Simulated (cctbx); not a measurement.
# Lattice, Laue class and space group of a new crystal

Cell: a = 5.9760 Å, b = 5.9760 Å, c = 9.2600 Å, α = 90.00°, β = 90.00°, γ = 120.00°. Expected content of the cell: Ba4 Cu8.

The data are simulated with cctbx, not measured: Cu Kα, λ = 1.54184 Å, to d = 0.83 Å, 50 % of the full sphere, strongest reflection 20000 counts, noise from counting, a 2 % proportional error and a noise floor of 2 counts (s.d.); no absorption.

Tests on the unmerged data give:

```text
1076 reflections to d = 0.831 A
centring   violations  <I/sigma> of those
    A        444 of   547     19.7
    B        453 of   540     20.2
    C        455 of   531     20.2
    I        447 of   539     20.2
    R        601 of   718     20.5
    F        676 of   809     20.0
Laue class    unique    Rint  (classes that these axes allow; Friedel mates merged)
P -1              806   0.018
P 1 1 2/m         515   0.019
P -3              352   0.020
P -3 1 m          210   0.021
P -3 m 1          232   0.021
P 6/m             192   0.021
P 6/m m m         140   0.021
space group    extra absences  I>4sigma  <I/sigma>
P 6 2 2                 0          0         -  acentric
P 63 2 2               10          0      -0.2  acentric
P 6 m m                 0          0         -  acentric
P 63 m c               86          0      -0.0  acentric
P -6 m 2                0          0         -  acentric
P -6 2 m                0          0         -  acentric
P -6 2 c               86          0      -0.0  acentric
P 6/m m m               0          0         -  centric
P 63/m m c             86          0      -0.0  centric
Wilson B = 0.68 A^2   <|E^2-1|> = 0.829 (0.968 centric, 0.736 acentric)   E^2>4: 0.8 %
shell (A)         n   <I/sigma>
 9.26 - 1.66     25     40.7
 1.66 - 1.32     20     54.7
 1.32 - 1.15     15     49.7
 1.15 - 1.05     18     68.4
 1.05 - 0.97     17     49.5
 0.97 - 0.91     13     35.1
 0.91 - 0.87     13     53.7
 0.87 - 0.83     19     42.4
```

**Question.** What are the lattice type, the Laue class and the likely space group?

Every centring test has many violations, so the lattice is primitive.

Rint stays low (0.018 to 0.021) up to P 6/m m m, the highest class in these axes.

9 settings pass the absence test. The most absences obeyed, 86, belong to P 63 m c, P -6 2 c and P 63/m m c, which absences can't tell apart.

⟨|E²−1|⟩ = 0.829 lies between the two ideal values. The Wilson B of 0.68 Å² means U ≈ 0.0086 Å².

The true group is P6_3/mmc (no. 194), Laue class 6/mmm, centrosymmetric. The tables only narrow the choice to the tied entries; cell content, site symmetry and trial solutions must settle it.

The model is made up (kin elements in a known structure type, no relaxation), so it says nothing on whether the phase exists.

[Logs are printed without paths, hosts, clocks, repeated set-up lines and the standing remarks that a program may print on its own settings, such as how far it seeks lower states.]
